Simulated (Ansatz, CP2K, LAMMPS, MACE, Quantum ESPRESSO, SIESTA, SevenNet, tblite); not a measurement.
# Glassy 68TiO2-32SiO2 (mol %) (84 atoms) under volume change, by several methods

How stiff is glassy 68TiO2-32SiO2 (mol %) (84 atoms) under an even change of volume, and do other programs and learned potentials give the same pressure and slope as plane waves?

Results are calculated, not measured.

## Step 1: The cell

The cell holds 84 atoms (19 Ti, 9 Si and 56 O), with edges of 10.42, 10.42 and 10.42 Å. Recipe: 84 atoms (19 Ti, 9 Si, 56 O) placed at random at 3.07 g/cm³, melted at 4000 K for 10 ps at fixed volume with the Morse and Coulomb pair potential with partial charges (Pedone, Malavasi, Menziani, Cormack and Segre, J. Phys. Chem. B 110, 11780 (2006)). Quenched from 4000 K to 300 K at 10 K/ps and fixed volume, held 10 ps at zero pressure. Then the atoms were relaxed with SevenNet 0 in the fixed cell.

Bonds by pair of elements; cutoffs follow the first minimum of g(r), held within bounds set by covalent radii, and pairs that aren't listed don't count as bonded:

```
pair A-B  cutoff (Å)  bonds  mean length (Å)  spread (Å)  shortest (Å)  B about A  A about B
    O-Ti        2.77     89             1.91       0.156          1.77       1.59       4.68
    O-Si        2.08     36             1.64       0.025          1.59      0.643          4
```

## Step 2: The reference input

Quantum ESPRESSO 7.5: Kohn-Sham DFT, PBE, SSSP efficiency 1.3.0 pseudopotentials, plane waves. Its input, pw.in, for the unchanged cell:

```
&control
  calculation = 'scf'
  pseudo_dir = './pseudo'
  outdir = './tmp'
  disk_io = 'none'
  tprnfor = .true.
  tstress = .true.
/
&system
  ibrav = 0
  nat = 84
  ntyp = 3
  ecutwfc = 60
  ecutrho = 480
  nosym = .true.
  occupations = 'smearing'
  smearing = 'fd'
  degauss = 0.003675
/
&electrons
  conv_thr = 4.2e-07
  electron_maxstep = 100
  mixing_beta = 0.4
  mixing_mode = 'plain'
  diagonalization = 'david'
/
ATOMIC_SPECIES
Ti 47.867 Ti.upf
Si 28.085 Si.upf
O 15.999 O.upf
CELL_PARAMETERS angstrom
10.42482 0.00000 0.00000
0.00000 10.42482 0.00000
0.00000 0.00000 10.42482
ATOMIC_POSITIONS crystal
Ti 0.11161 0.87120 0.32992
Ti 0.12048 0.02658 0.60662
Ti 0.02422 0.21360 0.38462
Ti 0.07318 0.56373 0.39676
[... 78 atom lines left out ...]
O 0.05609 0.03623 0.36830
O 0.16971 0.04305 0.77207
K_POINTS gamma
```

```console
$ OMP_NUM_THREADS=1 mpirun -np 2 pw.x -in pw.in > output.txt
```

The job ended after 7.1 min (2 MPI ranks of Arm Neoverse V2, shared host; peak memory 3.3 GiB; 14 min of CPU time).

It converged with an r.m.s. force component of 0.092 eV/Å and a pressure of 1.5 GPa.

## Step 3: Programs and settings

Every level solves the same cells as single points. CPU time is summed over a level's finished runs, on a host shared with the other runs, so it is rough; the force column is the median over cells of the r.m.s. difference of force components from the reference.

| level | basis or training data | k-points | runs finished | CPU time | peak memory (GiB) | force difference (meV/Å) |
| --- | --- | --- | --- | --- | --- | --- |
| QE, PBE | plane waves, SSSP efficiency, 60/480 Ry | Γ | 3 of 3 | 43 min | 3.5 | reference |
| CP2K double zeta, PBE | DZVP-MOLOPT-SR, GTH-PBE potentials, 800 Ry | Γ | 3 of 3 | 19 min | 6.3 | 55 |
| SIESTA DZP, PBE | DZP orbitals, shift 0.01 Ry, mesh 500 Ry | Γ | 3 of 3 | 15 min | 2.0 | 172 |
| tblite GFN1-xTB | tight binding with its own dispersion term | Γ | 3 of 3 | 14 s | 0.14 | 519 |
| MACE MPA-0 medium | trained on PBE(+U) plane-wave data | - | 3 of 3 | 18 s | 1.1 | 99 |
| SevenNet 0 | trained on PBE(+U) plane-wave data | - | 3 of 3 | 17 s | 0.99 | 92 |

The reference's own r.m.s. force component runs from 86 to 98 meV/Å over these cells. SevenNet 0 relaxed the atoms, so in the cells that it relaxed its own forces are small, and its entry isn't an independent test there.

## Step 4: Pressure against volume

The cell is scaled evenly, and at each volume SevenNet 0 relaxes the atoms again before the single points. The unchanged volume is 13.487 Å³ an atom. Pressures in GPa:

```
                level   -3 %      0   +3 %
              QE, PBE   3.45   1.47  -0.52
CP2K double zeta, PBE   3.71   1.72  -0.27
      SIESTA DZP, PBE   4.10   2.07   0.02
      tblite GFN1-xTB  -7.04  -7.90  -8.78
    MACE MPA-0 medium   4.64   2.64   0.64
           SevenNet 0   4.27   2.37   0.43
```

Energy less that of the unchanged cell at the same level, in meV an atom:

```
                level  -3 %   +3 %
              QE, PBE  7.81  -2.66
CP2K double zeta, PBE  6.30  -1.50
      SIESTA DZP, PBE  3.43   0.95
      tblite GFN1-xTB  0.02   4.88
    MACE MPA-0 medium  8.19  -3.37
           SevenNet 0  8.25  -3.58
```

## Step 5: Moduli

From the three volumes nearest the unchanged one: B from the slope of pressure against ln V and from the curvature of the energy, the pressure that the slope of the energy implies, and the volume change at which the printed pressure crosses zero (a dash if it doesn't within the range).

```
                level  B from pressures (GPa)  B from energies (GPa)  printed pressure (GPa)  pressure from energies (GPa)  zero pressure at (%)
              QE, PBE                    66.1                   67.9                    1.47                          2.07                  +2.2
CP2K double zeta, PBE                    66.3                   63.4                    1.72                          1.55                  +2.6
      SIESTA DZP, PBE                    68.0                   57.9                    2.07                          0.49                     -
      tblite GFN1-xTB                    29.0                   64.6                   -7.90                         -0.96                     -
    MACE MPA-0 medium                    66.6                   63.6                    2.64                          2.29                     -
           SevenNet 0                    63.9                   61.7                    2.37                          2.34                     -
```

As a check by hand on the reference: from -3 to +3 % the pressure falls by 3.97 GPa while ln V grows by 0.0600, a ratio of 66.1 GPa.

Gap between the highest filled and the lowest empty level on the runs' k-points, in eV:

```
                level  -3 %     0  +3 %
              QE, PBE  3.03  3.01  2.96
CP2K double zeta, PBE  2.96  2.95  2.89
      SIESTA DZP, PBE  2.83  2.81  2.76
```

## Step 6: What came out

The plane-wave reference (PBE) gives a bulk modulus of 66.1 GPa from its pressures, at a volume where its pressure is 1.47 GPa; that pressure crosses zero at +2.2 %. Other programs at PBE: CP2K double zeta, PBE 66.3 GPa (+0 %) and SIESTA DZP, PBE 68.0 GPa (+3 %); their pressures lie +0.25 to +0.60 GPa from the reference's. Learned potentials: MACE MPA-0 medium 66.6 GPa (+1 %) and SevenNet 0 63.9 GPa (-3 %); their pressures lie +0.90 to +1.17 GPa from the reference's.

Tight binding: tblite GFN1-xTB 29.0 GPa (-56 %); its pressure lies -9.37 GPa from the reference's. The moduli are read at one volume but at unlike pressures, and a cell under tension is as a rule softer than one under compression. Moduli from the energies run from 58 to 68 GPa and part from those from pressures by as much as +123 % (tblite GFN1-xTB); they rest on small differences of energy, and for levels other than SevenNet 0 they hold the work of leftover forces. Printed pressure and the slope of the energy part noticeably for tblite GFN1-xTB; the atoms move along a path that isn't these levels' own, so their forces do work along it, and an error in the stress can't be told from that. The reference's gap falls as the cell grows, from 3.03 eV at -3 % to 2.96 eV at +3 %.

**Limits.** The atoms follow SevenNet 0, not each level's own minimum, so these moduli only approach relaxed ones and hang on that choice. Three points at finite strain give rough moduli, at the given volume rather than at zero pressure. Pressures at a fixed plane-wave cutoff or in a small atom-centred basis hold some basis error. The quench rate of 10 K/ps is many orders above laboratory rates, so the cell is likely richer in defects and strain than a real sample. The reference samples only Γ, in a cell whose shortest periodic width is 10 Å. The reference isn't exact: its cutoffs and mesh weren't converged further here. SIESTA's automatically made basis is far from complete, and its potentials were converted by us (checked for H, C, O, Si, Ge and Ca alone). The reference has no spin polarisation, so local moments can't form. Where levels are smeared, the DFT runs use Fermi–Dirac occupations at 580 K (0.05 eV), and energies are free energies.

[Logs are printed without paths, hosts, clocks, repeated set-up lines and the standing remarks that a program may print on its own settings, such as how far it seeks lower states.]

[Hosts, paths, dates, database ids (printed as entryN), source tags and the programs' standing remarks are cut or masked in the printed files.]
